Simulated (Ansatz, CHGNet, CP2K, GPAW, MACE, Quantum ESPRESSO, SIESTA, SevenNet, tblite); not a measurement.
# Running generalised stacking fault on (111) (shuffle set) of a GaAs-GaSb solid solution (48 atoms) with GPAW, part 2 of 2

Wanted: GPAW inputs and outputs for generalised stacking fault on (111) (shuffle set) of a GaAs-GaSb solid solution (48 atoms), checked against a plane-wave reference.

Program: GPAW 26.7.0; the method stands at each step. Banners, paths, timers and routine set-up lines are dropped from the logs unmarked, and long logs keep their key lines alone; longer cuts are marked.

So far. Step 4 (PBE, LCAO dzp, h 0.15 Å): Against the first run (6.0 %), the force difference from the reference is 5.9 %, at 2.2 times the CPU time: the change moves forces by 5.2 meV/Å r.m.s., so most of the difference comes from elsewhere. Step 5 (revPBE, LCAO dzp, h 0.2 Å): Against the first run (6.0 %), the force difference from the reference is 8.2 %, at 0.98 times the CPU time; the model has changed, so this is no error of the program alone.

## 6. PBE, LCAO dzp, h 0.2 Å, other mixer settings

Method: Kohn-Sham DFT, PBE, PAW, atomic orbitals (dzp).

The input, run.py:

```python
import numpy as np
from ase.io import read
from gpaw import GPAW, FermiDirac, Mixer

atoms = read("structure.xyz")
atoms.calc = GPAW(
    mode="lcao",
    basis="dzp",
    h=0.2,
    xc="PBE",
    kpts={"size": (1, 1, 1), "gamma": True},
    occupations=FermiDirac(0.05),
    mixer=Mixer(0.03, 7, 100),
    maxiter=200,
    symmetry={"point_group": False},
    txt="gpaw.txt",
)
energy = atoms.get_potential_energy(force_consistent=True)
forces = atoms.get_forces()
print(f"energy {energy:.6f} eV")
print("forces (eV/A)")
for i, (a, f) in enumerate(zip(atoms, forces)):
    print(f"{i:4d} {a.symbol:2s} {f[0]:10.5f} {f[1]:10.5f} {f[2]:10.5f}")
print(f"Fermi level {atoms.calc.get_fermi_level():.4f} eV")
for k in range(len(atoms.calc.get_ibz_k_points())):
    for s in range(atoms.calc.get_number_of_spins()):
        e = atoms.calc.get_eigenvalues(kpt=k, spin=s)
        n = np.searchsorted(e, atoms.calc.get_fermi_level())
        print(f"k {k} spin {s} levels about the Fermi level:", np.round(e[max(n - 6, 0):n], 4).tolist(), "|", np.round(e[n:n + 6], 4).tolist())
```

The input, structure.xyz:

```xyz
48
Lattice="8.26650 0.00000 0.00000 0.00000 7.15900 0.00000 3.09994 0.00000 20.24871" Properties=species:S:1:pos:R:3 pbc="T T T"
[... 48 atom lines left out: the same atoms as in the first run ...]
```

On the command line:

```console
$ OMP_NUM_THREADS=1 python run.py > output.txt
```

Output:

```text
energy -165.829395 eV
forces (eV/A)
   0 Ga    0.36079    0.44864    1.28407
   1 Sb    0.62550    0.14785   -1.41722
   2 Ga   -0.77916    0.72550    1.19081
   3 As    0.11921    0.47990   -0.32622
   4 Ga   -1.80657   -0.18005    0.70818
   5 As    0.62010    0.57163   -0.66611
[...]
45 As    0.27733    0.05143   -0.05234
  46 Ga   -0.15433   -0.27338   -0.94498
  47 Sb   -0.27993    0.91266   -0.38017
Fermi level 5.2243 eV
k 0 spin 0 levels about the Fermi level: [4.6256, 4.6412, 4.7306, 4.9032, 5.0367, 5.1791] | [5.2642, 5.5147, 5.7509, 5.8972, 6.0205, 6.1671]
```

gpaw.txt:

```text
Input parameters:
  mode=LCAO(),
  basis={'default': 'dzp'},
  h=0.2,
  kpts=MonkhorstPack(size=(1, 1, 1), gamma=True),
  maxiter=200,
[... lines left out ...]
  occupations=Occupations(name='fermi-dirac', width=0.05, fixmagmom=False),
[... lines left out ...]
  Fermi-Dirac:
[... lines left out ...]
convergence criteria:
- Maximum [total energy] change in last 3 cyles: 0.0005 eV / valence electron
[... lines left out ...]
Converged in 19 steps
[... lines left out ...]
  Free energy:    -165.829395
[... lines left out ...]
Fermi level: 5.224
[... lines left out ...]
|        ... |               |           |
|        179 |         8.998 |     0.000 |
Gap: 0.085 eV
Transition (v -> c):
  (s=0, k=0, n=145, [0.00, 0.00, 0.00]) -> (s=0, k=0, n=146, [0.00, 0.00, 0.00])
No difference between direct/indirect transitions
Force computation time: 21.920  # s
timing:  # [seconds]
  Total:  211.159  # ━━━━━━━━━━━━━━━━━━━━━━━━━━━━━━━━━━━━━━━━━━━━━━━━━━━━━━━━
  Init:     8.610  # ━━╸
  SCF:    180.599  # ━━━━━━━━━━━━━━━━━━━━━━━━━━━━━━━━━━━━━━━━━━━━━━━━
  Forces:  21.920  # ━━━━━━
```

Wall time 3.5 min (1 thread of Arm Neoverse V1, shared host); peak memory 1.2 GiB.

Numbers from this run, and their distance from the reference:

| Quantity | Value |
| --- | --- |
| r.m.s. force component | 0.7005 eV/Å |
| r.m.s. difference of force components | 40.26 meV/Å |
| longest difference of force vectors | 136.1 meV/Å |
| force difference over r.m.s. force | 6.031 % |
| slope of forces against the reference's | 1.049 |
| correlation of force components | 0.9994 |
| energy less the same-level run's | 0.0001 meV/atom |
| r.m.s. force difference from the same-level run | 1.962 meV/Å |

Against the first run (6.0 %), the force difference from the reference is 6.0 %, at 1.1 times the CPU time: another solver or mixer reaches the same state.

## 7. Side by side

Differences are against the plane-wave reference, forces as r.m.s. over components; share is that over the reference's r.m.s. force, slope the least-squares factor from reference forces to these. Total energies of different programs have different zeros and aren't compared.

| run | Δ force, r.m.s. (meV/Å) | share (%) | slope | Δ pressure (GPa) | cores | CPU time | memory (GiB) |
| --- | --- | --- | --- | --- | --- | --- | --- |
| reference | - | - | - | - | 4 | 52 min | 3.8 |
| GPAW PBE, LCAO dzp, h 0.2 Å | 40.2 | 6.02 | 1.049 | - | 1 | 3.2 min | 1.3 |
| GPAW PBE, plane waves 550 eV | 20.3 | 3.04 | 1.006 | 0.251 | 2 | 7.2 min | 1.4 |
| GPAW PBE, LCAO dzp, h 0.15 Å | 39.6 | 5.93 | 1.048 | - | 1 | 7.1 min | 2.9 |
| GPAW revPBE, LCAO dzp, h 0.2 Å | 54.6 | 8.18 | 1.063 | - | 1 | 3.2 min | 1.3 |
| GPAW PBE, LCAO dzp, h 0.2 Å, other mixer settings | 40.3 | 6.03 | 1.049 | - | 1 | 3.5 min | 1.2 |

CPU time is summed over cores on a shared host, where runs went side by side, so it is rough. Symmetry, cutoffs, thresholds, outputs and thread counts weren't matched or tuned between programs; memory under MPI is the largest rank's times the ranks.

Within one program, basis, potentials and functional, energies share a zero. Each run against its twin at the usual cutoff or grid and solver:

| run | twin | Δ energy (meV/atom) | Δ force, r.m.s. (meV/Å) | CPU time over the twin's |
| --- | --- | --- | --- | --- |
| GPAW PBE, LCAO dzp, h 0.15 Å | LCAO dzp, h 0.2 Å | -8.04 | 5.16 | 2.2 |
| GPAW PBE, LCAO dzp, h 0.2 Å, other mixer settings | LCAO dzp, h 0.2 Å | 1.0e-4 | 1.96 | 1.1 |

## 8. What came out

| Item | Value |
| --- | --- |
| nearest in forces | GPAW PBE, plane waves 550 eV, 3.0 % |
| its CPU time | 7.2 min |

**Reading.** PBE on plane waves or a grid with other potentials, cutoffs or grids differs from the reference by 3.0 % (GPAW PBE, plane waves 550 eV) of the r.m.s. force; this holds the reference's own error, so differences of a few per cent don't tell which side is nearer the exact PBE result. The PBE runs in local orbitals differ by 5.9 % (GPAW PBE, LCAO dzp, h 0.15 Å) to 6.0 % (GPAW PBE, LCAO dzp, h 0.2 Å, other mixer settings); basis, grid and potentials can all enter. Rows with another functional or a dispersion term differ by 8.2 % (GPAW revPBE, LCAO dzp, h 0.2 Å), which mixes the change of model with differences of basis and potentials. Of the electronic-structure runs that take under half the reference's CPU time, GPAW PBE, plane waves 550 eV comes nearest, at 3.0 % in 7.2 min against 52 min. The potentials hold different valence shells: 532 electrons in the reference, 292 in GPAW; this bears on time and differences. GPAW's setups keep the filled d shell of Ga in the core. The reference's pressure holds the uncorrected Pulay stress of its 60 Ry basis, so small pressure differences, and their order, may be the reference's own error. GPAW's Ga setup keeps the 3d shell in the core. The reference's stress is far from hydrostatic: its diagonal is 11.1, 1.2, 2.4 GPa, compression counted positive. The host structure and its lattice constant were typed by rule, without a check against the phase diagram. The reference's pressure of 4.9 GPa belongs to a cell and atoms that aren't relaxed at this level. The electronic-structure runs sample only Γ, in a cell whose shortest periodic width is 7 Å, which is coarse for a cell with partly filled levels. Spin–orbit coupling is left out, which matters for the levels of the heavy elements.

[Also dropped from logs without a mark: logging warnings of Python, and SIESTA's first energy breakdown and zero terms.]

[Logs are printed without paths, hosts, clocks, repeated set-up lines and the standing remarks that a program may print on its own settings, such as how far it seeks lower states.]

[Hosts, paths, dates, database ids (printed as entryN), source tags and the programs' standing remarks are cut or masked in the printed files.]
